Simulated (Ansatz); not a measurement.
## TaN (Fm-3m): zone-centre modes under pressure

Wanted: Grüneisen parameters and pressure coefficients of the modes of TaN (Fm-3m).

Main program and level: Ansatz 0.2.0; DFT PBEsol, scalar-relativistic, plane waves, PAW; PAW set soft_1.

Most raw output is cut from this account.

**1. The starting structure**

It takes space group Fm-3m (No. 225, cubic). Conventional cell: a = 4.358 Å, b = 4.358 Å, c = 4.358 Å, α = 90.00°, β = 90.00°, γ = 90.00°. N has 6 Ta at 2.18 Å nearest. Nearest to Ta lie 6 N at 2.18 Å. Farther neighbours and most contacts between anions are not listed.

Coordinates:

```
N Ta
1.0
     0.00000    2.17900    2.17900
     2.17900    0.00000    2.17900
     2.17900    2.17900    0.00000
N Ta
1 1
Cartesian
  0.0000 0.0000 0.0000
  2.1790 2.1790 2.1790
```

**2. Relaxation**

The cell and atoms are relaxed, since residual forces and stress would shift the frequencies.

Contents of input.yaml:

```yaml
crystal:
  lattice:
    - [0.0, 2.179, 2.179]
    - [2.179, 0.0, 2.179]
    - [2.179, 2.179, 0.0]
  atoms:
    - { symbol: "N", position: [0.0, 0.0, 0.0] }
    - { symbol: Ta, position: [0.5, 0.5, 0.5] }
kpoints:
  mp_grid: { grid: [16, 16, 16] }
hamiltonian:
  xc: pbesol
  pseudopotentials: { kind: paw, azcp: { folder: soft_1 }, xc_functional: pbe }
scf:
  occupations: { method: gaussian, width: 0.1 }
output:
  forces: true
  stress: true
  eigenvalues: true
  write_density: true
  write_potential: true
  elf: true
  volumetric_format: npy
relax:
  adjacent_minimum: "off"
  f_tol: 0.005
  max_steps: 80
  cell: { stress_tol: 0.05 }
```

Run with:

```console
$ ansatz run input.yaml --threads 4 --pin off --max-ram 10240MiB --backend cpu --events-out ev --progress --plain --runs-dir out
```

The job ended after 3.6 s (4 threads of Intel Xeon at 2.60GHz (Ice Lake), shared host; peak memory 0.46 GiB).

Step by step:

| step | energy less that of the first step (eV) | largest force component (eV/Å) | pressure (GPa) | volume (Å³) |
| --- | --- | --- | --- | --- |
| 1 | 0.0000 | 0.0000 | 4.24 | 20.69 |
| 2 | -0.0021 | 0.0000 | -1.54 | 21.02 |
| 3 | -0.0027 | 0.0000 | -0.03 | 20.93 |
| 4* | -0.0031 | 0.0000 | 0.01 | 20.93 |

Relaxation steps marked * repeat the geometry before them on a plane-wave basis chosen anew for their cell, so energy and pressure can jump there.

The run keeps the 48 symmetry operations that it works with, so distortions that break them were not tested.

| conventional cell, symmetrised | before | after | change |
| --- | --- | --- | --- |
| a (Å) | 4.358 | 4.375 | +0.4 % |
| b (Å) | 4.358 | 4.375 | +0.4 % |
| c (Å) | 4.358 | 4.375 | +0.4 % |
| volume (Å³/atom) | 10.35 | 10.47 | +1.2 % |

Final coordinates:

```
N Ta
1.0
     0.00000    2.18739    2.18739
     2.18739    0.00000    2.18739
     2.18739    2.18739    0.00000
N Ta
1 1
Cartesian
  0.0000 0.0000 0.0000
  2.1874 2.1874 2.1874
```

Numbers from this step:

| Quantity | Value |
| --- | --- |
| pressure | 0.008236 GPa |
| volume per atom | 10.47 Å³ |
| gap on the k-mesh | 0 eV |

Valence density in the ac plane of the conventional cell at fractional y = 0.000, with atoms of N and Ta within 0.2 Å of it. It is the smooth field of the valence electrons, not physical close to the nuclei.

Values in e/Å³, 14 rows by 14 columns, each cell a mean:
```
3.3 2.5 1.1 0.6 1.1 3.3 4.6 4.3 4.3 2.1 0.7 0.7 1.7 3.1
1.9 1.3 0.7 0.4 0.6 1.8 3.3 3.6 2.6 1.1 0.4 0.5 0.9 1.7
0.8 0.6 0.4 0.3 0.3 0.6 1.1 1.2 0.9 0.5 0.3 0.3 0.5 0.7
0.7 0.6 0.4 0.3 0.3 0.4 0.6 0.6 0.5 0.3 0.3 0.3 0.4 0.7
2.4 1.7 0.7 0.4 0.4 0.7 1.1 1.3 0.9 0.5 0.3 0.5 1.1 2.1
4.5 3.8 1.7 0.6 0.6 1.3 2.5 2.8 2.0 0.9 0.5 0.9 2.6 4.3
3.6 4.5 2.4 0.7 0.8 1.9 3.3 3.4 2.8 1.3 0.6 1.2 3.6 4.3
4.3 4.3 2.1 0.7 0.7 1.7 3.1 3.3 2.5 1.1 0.6 1.1 3.3 4.6
3.6 2.6 1.1 0.4 0.5 0.9 1.7 1.9 1.3 0.7 0.4 0.6 1.8 3.3
1.2 0.9 0.5 0.3 0.3 0.5 0.7 0.8 0.6 0.4 0.3 0.3 0.6 1.1
0.6 0.5 0.3 0.3 0.3 0.4 0.7 0.7 0.6 0.4 0.3 0.3 0.4 0.6
1.3 0.9 0.5 0.3 0.5 1.1 2.1 2.4 1.7 0.7 0.4 0.4 0.7 1.1
2.8 2.0 0.9 0.5 0.9 2.6 4.3 4.5 3.8 1.7 0.6 0.6 1.3 2.5
3.4 2.8 1.3 0.6 1.2 3.6 4.3 3.6 4.5 2.4 0.7 0.8 1.9 3.3
```
Columns run along a (4.4 Å), rows up along c (4.4 Å), edges of the conventional cell, whose origin can differ from the input's. Atoms in or near the plane, at fractional coordinates: N at (0.00, 0.00), N at (0.50, 0.50), Ta at (0.50, 0.00), Ta at (0.00, 0.50).

ELF in the ac plane of the conventional cell at fractional y = 0.000, with atoms of N and Ta within 0.2 Å of it. It is the smooth field of the valence electrons, not physical close to the nuclei.

Ten even steps from '_' (0.17) to '@' (0.76), each cell a mean:
```
--%%@@::--%%++--%%**..++@@++
@@@@##::..**%%%%%%==__==@@@@
**++--..__..----::____::==++
....____..::::::::....____..
**++::__--##@@@@%%**..__==**
**@@++..++@@%%##@@%%::::%%%%
__****..**@@--__##@@::--%%--
--%%**..++@@++--%%@@::--%%++
%%%%==__==@@@@@@@@##::..**%%
--::____::==++**++--..__..--
::::....____......____..::::
@@%%**..__==****++::__--##@@
##@@%%::::%%%%**@@++..++@@%%
__##@@::--%%--__****..**@@--
```
Columns run along a (4.4 Å), rows up along c (4.4 Å), edges of the conventional cell, whose origin can differ from the input's. Atoms in or near the plane, at fractional coordinates: N at (0.00, 0.00), N at (0.50, 0.50), Ta at (0.50, 0.00), Ta at (0.00, 0.50).

Electrostatic potential energy in the ac plane of the conventional cell at fractional y = 0.000, with atoms of N and Ta within 0.2 Å of it. With pseudopotentials it is smooth inside the atoms' cores, unlike the true potential.

Ten even steps from '_' (-44 eV) to '@' (19 eV), each cell a mean:
```
..==%%@@**::____..==%%@@**::
++##@@@@%%++::::--**%%@@@@**
@@@@@@@@@@%%****##%%@@@@@@@@
##%%@@@@@@@@@@%%@@@@@@@@%%%%
==++##@@@@@@%%##%%@@@@%%**==
__::++%%@@##==--++%%@@##--..
____==##@@++..__--##%%**::__
__..==%%@@**::..==%%@@**::__
::--**%%@@@@**++##@@@@%%++::
**##%%@@@@@@@@@@@@@@@@@@%%**
%%@@@@@@@@%%%%##%%@@@@@@@@@@
##%%@@@@%%**====++##@@@@@@%%
--++%%@@##--..__::++%%@@##==
__--##%%**::______==##@@++..
```
Columns run along a (4.4 Å; values clipped at the 3rd and 97th percentile), rows up along c (4.4 Å), edges of the conventional cell, whose origin can differ from the input's. Atoms in or near the plane, at fractional coordinates: N at (0.00, 0.00), N at (0.50, 0.50), Ta at (0.50, 0.00), Ta at (0.00, 0.50).

In this step the volume went from 10.35 to 10.47 Å³/atom.

**3. Tight relaxation**

Phonons need small forces and stress, so the relaxation is finished with tight tolerances on 16×16×16 k points.

input.yaml, the sections that differ from step 2:

```yaml
crystal:
  lattice:
    - [0.0, 2.1873937283, 2.1873937283]
    - [2.1873937283, 0.0, 2.1873937283]
    - [2.1873937283, 2.1873937283, 0.0]
  atoms:
    - { symbol: "N", position: [0.0, 0.0, 0.0] }
    - { symbol: Ta, position: [0.5, 0.5, 0.5] }
scf:
  occupations: { method: methfessel_paxton, width: 0.2 }
output:
  forces: true
  stress: true
  eigenvalues: true
relax:
  adjacent_minimum: "off"
  f_tol: 0.001
  max_steps: 60
  cell: { stress_tol: 0.01 }
# kpoints, hamiltonian: as in step 2
```

The job ended after 2 s (4 threads; peak memory 0.38 GiB).

Little changed from the start: no atom moved by 0.005 Å and no cell edge by 0.1 %.

This step gave:

```
pressure : -0.002939 GPa
```

The forces vanish by symmetry and the pressure is -0.003 GPa, within the tolerances set. The cell now holds 10.47 Å³/atom.

**4. Zone-centre response at rest**

The force constants come from the linear response of the density to a displacement.

The modes at rest are the reference of the series.

input.yaml, as its differences from that of step 3:

```diff
@@ -16,9 +16,4 @@
 output:
-  forces: true
-  stress: true
   eigenvalues: true
-relax:
-  adjacent_minimum: "off"
-  f_tol: 0.001
-  max_steps: 60
-  cell: { stress_tol: 0.01 }
+phonons:
+  method: dfpt
```

Elapsed: 7.1 s, on 4 threads; peak memory 0.65 GiB; 25 s of CPU time.

This step gave:

```
sum-rule residual before enforcement                    : 3.96e-5 eV/Å²
point group                                             : m-3m
highest optical mode at the zone centre (no LO-TO term) : 407.6 cm⁻¹
lowest optical zone-centre mode                         : 407.6 cm⁻¹
```

Patterns of degenerate modes are one choice out of their space. The modes at Γ (shares of kinetic energy by element, %):

| mode | frequency (cm⁻¹) | symmetry | N % | Ta % |
| --- | --- | --- | --- | --- |
| 1 | 0.0 | acoustic | 7 | 93 |
| 2 | 0.0 | acoustic | 7 | 93 |
| 3 | 0.0 | acoustic | 7 | 93 |
| 4 | 407.6 | T1u | 93 | 7 |
| 5 | 407.6 | T1u | 93 | 7 |
| 6 | 407.6 | T1u | 93 | 7 |

Displacements in mode 4 (407.6 cm⁻¹), the largest set to 1:
```
N1   0.00  0.00  1.00
Ta2  0.00  0.00 -0.08
```

Before it was imposed, the acoustic sum rule was missed by 4.0e-5 eV/Å². Small misses are needed for a sound result but don't prove that mesh and cutoff are converged. The lowest optical mode is real, 408 cm⁻¹.

**5. Ground state of a member: 1.06 times the volume at rest**

The cell is set to 1.06 times the volume at rest; symmetry leaves nothing else free, so this is a single point.

input.yaml, the sections that differ from step 4:

```yaml
crystal:
  lattice:
    - [0.0, 2.2302946931, 2.2302946931]
    - [2.2302946931, 0.0, 2.2302946931]
    - [2.2302946931, 2.2302946931, 0.0]
  atoms:
    - { symbol: "N", position: [0.0, 0.0, 0.0] }
    - { symbol: Ta, position: [0.5, 0.5, 0.5] }
output:
  forces: true
  stress: true
  eigenvalues: true
# kpoints, hamiltonian, scf: as in step 4
# phonons: removed
```

Run time: 0.98 s. Hardware: 4 threads; peak memory 0.39 GiB; 3 s of CPU time.

This step gave:

```yaml
pressure: -18.30 GPa
volume_per_atom: 11.09 Å³
```

The forces vanish by symmetry, at a pressure of -18.30 GPa.

**6. Modes of this member: 1.06 times the volume at rest**

The zone-centre modes follow for 1.06 times the volume at rest.

input.yaml, as its differences from that of step 5:

```diff
@@ -16,4 +16,4 @@
 output:
-  forces: true
-  stress: true
   eigenvalues: true
+phonons:
+  method: dfpt
```

The job ended after 7.6 s (4 threads; peak memory 0.64 GiB).

This step gave:

- sum-rule residual before enforcement: 1.95e-5 eV/Å²
- highest optical mode at the zone centre (no LO-TO term): 330.3 cm⁻¹
- lowest optical zone-centre mode: 330.3 cm⁻¹

Patterns of degenerate modes are one choice out of their space. Modes at Γ, with each element's share of the kinetic energy:

| mode | frequency (cm⁻¹) | symmetry | N % | Ta % |
| --- | --- | --- | --- | --- |
| 1 | 0.0 | acoustic | 7 | 93 |
| 2 | 0.0 | acoustic | 7 | 93 |
| 3 | 0.0 | acoustic | 7 | 93 |
| 4 | 330.3 | T1u | 93 | 7 |
| 5 | 330.3 | T1u | 93 | 7 |
| 6 | 330.3 | T1u | 93 | 7 |

The optical mode lies at 330.3 cm⁻¹.

For the highest optical mode at the zone centre (no LO-TO term), step 4 gave 408 cm⁻¹; this run, with volume ratio 1.06, gives 330 cm⁻¹ (-19 %).

**7. Ground state of a member: 0.9 times the volume at rest**

The cell is set to 0.9 times the volume at rest; symmetry leaves nothing else free, so this is a single point.

input.yaml, the sections that differ from step 6:

```yaml
crystal:
  lattice:
    - [0.0, 2.1119054246, 2.1119054246]
    - [2.1119054246, 0.0, 2.1119054246]
    - [2.1119054246, 2.1119054246, 0.0]
  atoms:
    - { symbol: "N", position: [0.0, 0.0, 0.0] }
    - { symbol: Ta, position: [0.5, 0.5, 0.5] }
output:
  forces: true
  stress: true
  eigenvalues: true
# kpoints, hamiltonian, scf: as in step 6
# phonons: removed
```

It took 1.7 s on 4 threads; peak memory 0.39 GiB; 3 s of CPU time.

Numbers from this step:

```
pressure        : 47.48 GPa
volume per atom : 9.419 Å³
```

The forces vanish by symmetry, at a pressure of 47.48 GPa.

**8. Modes of this member: 0.9 times the volume at rest**

The zone-centre modes follow for 0.9 times the volume at rest.

input.yaml, as its differences from that of step 7:

```diff
@@ -16,4 +16,4 @@
 output:
-  forces: true
-  stress: true
   eigenvalues: true
+phonons:
+  method: dfpt
```

It took 6.7 s on 4 threads; peak memory 0.62 GiB; 23 s of CPU time.

Numbers from this step:

- sum-rule residual before enforcement: 2.06e-5 eV/Å²
- highest optical mode at the zone centre (no LO-TO term): 541.9 cm⁻¹
- lowest optical zone-centre mode: 541.9 cm⁻¹

Patterns of degenerate modes are one choice out of their space. The modes at Γ (shares of kinetic energy by element, %):

| mode | frequency (cm⁻¹) | symmetry | N % | Ta % |
| --- | --- | --- | --- | --- |
| 1 | 0.0 | acoustic | 7 | 93 |
| 2 | 0.0 | acoustic | 7 | 93 |
| 3 | 0.0 | acoustic | 7 | 93 |
| 4 | 541.9 | T1u | 93 | 7 |
| 5 | 541.9 | T1u | 93 | 7 |
| 6 | 541.9 | T1u | 93 | 7 |

The optical mode lies at 541.9 cm⁻¹.

Between step 4 and this run (volume ratio 0.9) the value for the highest optical mode at the zone centre (no LO-TO term) moves from 408 cm⁻¹ to 542 cm⁻¹ (+33 %).

**9. All members side by side**

The members are set side by side, also those not shown above.

Each row is one cell with its response, relaxed at fixed volume as far as symmetry leaves anything free; energies are extrapolated to zero smearing, and E0 is that at rest; shape and atoms are relaxed in each cell where symmetry leaves them free; all runs use 16×16×16 k points and Methfessel-Paxton smearing of 0.2 eV. State of the crystal along the series:

| volume ratio | V (Å³/atom) | pressure (GPa) | E - E0 (meV/atom) |
| --- | --- | --- | --- |
| 0.9 | 9.419 | 47.48 | 141 |
| 0.92 | 9.629 | 35.81 | 86.78 |
| 0.94 | 9.838 | 25.34 | 46.97 |
| 0.96 | 10.05 | 15.96 | 20.1 |
| 0.98 | 10.26 | 7.546 | 4.837 |
| 0.99 | 10.36 | 3.669 | 1.182 |
| 1 | 10.47 | -0.002939 | 0 |
| 1.02 | 10.68 | -6.776 | 4.493 |
| 1.04 | 10.88 | -12.85 | 17.38 |
| 1.06 | 11.09 | -18.3 | 37.79 |

Each mode is tracked from rest by its pattern, and modes that stay within 0.3 cm⁻¹ of each other stand once; shape and atoms are relaxed in each cell where symmetry leaves them free; all runs use 16×16×16 k points and Methfessel-Paxton smearing of 0.2 eV. Optical modes along the series:

| V (Å³/atom) | mode 4 T1u (cm⁻¹) |
| --- | --- |
| 9.419 | 541.9 |
| 9.629 | 514 |
| 9.838 | 486.8 |
| 10.05 | 460 |
| 10.26 | 433.7 |
| 10.36 | 420.6 |
| 10.47 | 407.6 |
| 10.68 | 381.8 |
| 10.88 | 356.1 |
| 11.09 | 330.3 |

From cubic fits (parabolas where under five rows exist) of ln ω and P against ln V through the rows within about 4 % of rest: γ = −d ln ω / d ln V and dω/dP = γ ω / B. Slopes at rest:

| mode | fitted frequency at rest (cm⁻¹) | Grüneisen parameter γ | dω/dP (cm⁻¹/GPa) |
| --- | --- | --- | --- |
| mode 4 T1u | 407.6 | 3.18 | 3.63 |

**10. What came out**

```json
{"members": "10", "highest optical mode at the zone centre (no LO-TO term), at rest": "407.6 cm⁻¹", "bulk modulus at rest": "358 GPa", "mode 4 T1u, γ": "3.18"}
```

In words: The series spans -18.3 to 47.5 GPa, and the slope at rest gives a bulk modulus of 358 GPa. The optical mode has γ = 3.18 and moves by 3.6 cm⁻¹ for each GPa. One k mesh and one cutoff serve the ground states and modes of all volumes. These are harmonic frequencies at zero temperature: anharmonic shifts, linewidths and thermal expansion are left out. Spin-orbit coupling is left out, which can matter for the heavy elements here. With no gap, or one that is small against the smearing, the frequencies hang on the k mesh and the smearing, most of all near Kohn anomalies. The PAW files were made for PBE; the program adapts parts of them to the functional of the run, but their partial waves stay those of PBE, an approximation that was not tested in this session. Only the zone centre was solved, so an instability at another wavevector cannot show here.

[Logs are printed without paths, hosts, clocks, repeated set-up lines and the standing remarks that a program may print on its own settings, such as how far it seeks lower states.]

[Hosts, paths, dates, database ids (printed as entryN), source tags and the programs' standing remarks are cut or masked in the printed files.]
